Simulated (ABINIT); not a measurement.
# Beyond one shot: VBiO4 (Clinobisvanite), part 2 of 2

How far does self-consistency move the gap of VBiO4 (Clinobisvanite)?

ABINIT 10.8.3; LDA and many-body steps on it, plane waves. Known limits of the many-body steps: not at the basis limit; no spin polarisation; d states lean on the start; no spin-orbit coupling; coarse k mesh.

So far. Step 10 (evGW, cycle 1): Against G0W0 in ABINIT (2×2×4 mesh, 143 bands, screening to 89.8 eV, Godby-Needs plasmon pole), the gap moves by +0.611 eV. Step 13 (evGW, cycle 2): Against the cycle before, the gap moves by +0.043 eV.

## 15. Screening, 2×2×4 mesh, 143 bands, screening to 89.8 eV

This step: RPA screening on LDA from quasiparticle energies, plane waves, norm-conserving pseudopotentials.

Input file run.abi:

```
acell 3*1.0 Angstrom
rprim 
  3.623583094700 -5.848600000000 -0.000000000000
  3.623583094700 5.848600000000 0.000000000000
  -3.550011012700 0.000000000000 3.647394391800
ntypat 3
znucl 23 83 8
natom 12
typat 1 1 2 2 3 3 3 3 3 3 3 3
xred 
  0.870000000000 0.130000000000 0.750000000000
  0.130000000000 0.870000000000 0.250000000000
  0.366500000000 0.633500000000 0.750000000000
  0.633500000000 0.366500000000 0.250000000000
  0.938300000000 0.354700000000 0.638800000000
  0.645300000000 0.061700000000 0.861200000000
  0.061700000000 0.645300000000 0.361200000000
  0.354700000000 0.938300000000 0.138800000000
  0.811300000000 0.709900000000 0.879600000000
  0.290100000000 0.188700000000 0.620400000000
  0.188700000000 0.290100000000 0.120400000000
  0.709900000000 0.811300000000 0.379600000000
pp_dirpath "pseudos"
pseudos "V.upf, Bi.upf, O.upf"
ecut 42
ngkpt 2 2 4
nshiftk 1
shiftk 0 0 0
kptopt 1
chksymbreak 0
istwfk *1
occopt 1
irdwfk 1
optdriver 3
nband 143
ecuteps 3.3
inclvkb 2
awtr 1
symchi 1
irdqps 1
gwcalctyp 10
nqptdm 8
qptdm 
  0.5000000000 0.0000000000 0.0000000000
  0.5000000000 0.5000000000 0.0000000000
  0.0000000000 0.0000000000 0.2500000000
  0.5000000000 0.0000000000 0.2500000000
  0.5000000000 0.5000000000 0.2500000000
  0.0000000000 0.0000000000 0.5000000000
  0.5000000000 0.0000000000 0.5000000000
  0.5000000000 0.5000000000 0.5000000000
indata_prefix "in"
outdata_prefix "out"
tmpdata_prefix "tmp"
```

Input file mrgscr.stdin:

```
2
merged
q0_SCR
out_SCR
1
```

Run with:

```bash
> OMP_NUM_THREADS=1 mpirun -n 4 abinit run.abi > log; mrgscr < mrgscr.stdin
```

Elapsed: 100 s, on 4 MPI ranks of Arm Neoverse V1, shared host; peak memory 4.1 GiB.

This step gave:

```yaml
plasma_frequency: 32.72 eV
plane_waves_in_the_screening_matrix: 295
```

This screening reads the quasiparticle levels of the cycle before.

## 16. evGW, cycle 3

This step: evGW on LDA, plane waves, norm-conserving pseudopotentials.

Edit run.abi of step 15 so:

```diff
@@ -33,12 +33,10 @@
 irdwfk 1
-optdriver 3
+optdriver 4
 nband 143
-ecuteps 3.3
-inclvkb 2
-awtr 1
-symchi 1
-irdqps 1
 gwcalctyp 10
-nqptdm 8
-qptdm 
+ecutsigx 42
+symsigma 1
+nkptgw 9
+kptgw 
+  0.0000000000 0.0000000000 0.0000000000
   0.5000000000 0.0000000000 0.0000000000
@@ -51,2 +49,16 @@
   0.5000000000 0.5000000000 0.5000000000
+bdgw 
+  35 72
+  35 72
+  35 72
+  35 72
+  35 72
+  35 72
+  35 72
+  35 72
+  35 72
+ecuteps 3.3
+irdscr 1
+ppmodel 1
+irdqps 1
 indata_prefix "in"
```

Run with:

```bash
> OMP_NUM_THREADS=1 mpirun -n 4 abinit run.abi > log
```

Elapsed: 13 min, on 4 MPI ranks; peak memory 11 GiB; 50 min of CPU time.

Numbers from this step:

```yaml
quasiparticle_gap_on_the_mesh: 4.369 eV
gap_of_the_density_functional_on_the_mesh: 2.325 eV
k_of_the_valence_top: 0, 0, 0.25
k_of_the_conduction_bottom: 0.5, 0, 0.5
least_direct_quasiparticle_gap_on_the_computed_points: 4.437 eV
```

Against the cycle before, the gap moves by +0.005 eV.

## 17. Side by side

Times are wall times on 4 MPI ranks of Arm Neoverse V1, shared host, good to a factor of about two. A run's time includes the screening step that it read.

```
           run   mesh  bands  screening cutoff (eV)  DFT gap (eV)  gap on the mesh (eV)  direct (eV)  ε∞ used     time
          G0W0  2×2×4    143                   89.8         2.325                 3.710        3.775     7.32  6.2 min
evGW0, cycle 1  2×2×4    143                   89.8         2.325                 4.113        4.179     7.32   18 min
evGW0, cycle 2  2×2×4    143                   89.8         2.325                 3.987        4.057     7.32   18 min
evGW0, cycle 3  2×2×4    143                   89.8         2.325                 3.989        4.058     7.32   18 min
 evGW, cycle 1  2×2×4    143                   89.8         2.325                 4.321        4.389     5.75   18 min
 evGW, cycle 2  2×2×4    143                   89.8         2.325                 4.364        4.432     5.54   18 min
 evGW, cycle 3  2×2×4    143                   89.8         2.325                 4.369        4.437     5.52   18 min
```

## 18. Outcome

```json
{
 "G0W0": "3.710 eV",
 "evGW0, cycle 1": "4.113 eV",
 "evGW0, cycle 2": "3.987 eV",
 "evGW0, cycle 3": "3.989 eV",
 "evGW, cycle 1": "4.321 eV",
 "evGW, cycle 2": "4.364 eV",
 "evGW, cycle 3": "4.369 eV",
 "known limits": "not at the basis limit; no spin polarisation; d states lean on the start; no spin-orbit coupling; coarse k mesh"
}
```

In words: Only the bands that the input lists are updated; the others, empty or deep, keep the functional's energies or take a rigid shift. The evGW loop starts from the last levels of evGW0, so its cycles and time come on top of those. evGW0 ends at 3.99 eV, +0.28 eV from G0W0, after 3 cycles that took 38 min beside the first screening; the last moved the gap by 0.002 eV. evGW ends at 4.37 eV, +0.66 eV from G0W0, after 3 cycles that took 55 min beside the first screening; the last moved the gap by 0.005 eV. The first cycle of evGW0 takes the full correction, without the factor Z, so it overshoots the one-shot value. Against experiment, by evGW, cycle 3: the gap of 4.37 eV lies +1.99 eV from the measured 2.38 eV (optical, 2024); the gap of 4.37 eV lies +2.10 eV from the measured 2.27 eV (electronic, 300 K, 2020); the gap of 4.37 eV lies +1.98 eV from the measured 2.39 eV (electronic, 300 K, 2020). An exciton line or allowed optical edge lies below the quasiparticle gap by the binding energy; a forbidden edge can push the onset above it. These are gaps on the mesh, at modest bands and cutoff. The calculation has static nuclei and no excitons; a measured gap holds zero-point and thermal motion, which mostly lowers it. Bands and cutoff are finite, so the gap is not at the basis limit. The miss can reach some tenths of an eV and take either sign; the mesh is an error of its own. The 2×2×4 mesh is coarse for this cell, which bears on the long-range parts of exchange and screening. Where an edge is built on 6p states of lead, bismuth or thallium, scalar-relativistic gaps usually stand too wide, by a few tenths to over one eV. In the updated screening the q = 0 part is built from Kohn-Sham bands under a rigid shift, the other q from the quasiparticle levels. The runs have no spin polarisation. For a closed low-spin shell that is the natural state; where a d or f shell is open it is a constraint, and the gap is then not the crystal's own. With d states at the gap, one-shot GW leans hard on its start. The many-body steps are scalar-relativistic: spin-orbit coupling is not in them.

[Paths, hosts, dates, memory and timing lines, banners, echoed tables and standing remarks are left out of the program output.]

[Logs are printed without paths, hosts, clocks, repeated set-up lines and the standing remarks that a program may print on its own settings, such as how far it seeks lower states.]

[Runs of the session that timed out or met a known fault of the program may be left out.]

[Hosts, paths, dates, database ids (printed as entryN), source tags and the programs' standing remarks are cut or masked in the printed files.]

[G0W0 gaps are taken among the corrected bands and points alone; a level outside them can change the order at an edge.]

[Where Ansatz stands beside ABINIT at settings called matched, ABINIT's density can come from a denser mesh and the files from another edition; pairs whose starting gaps differed by over 0.03 eV were left out, so agreement reads better than it is.]
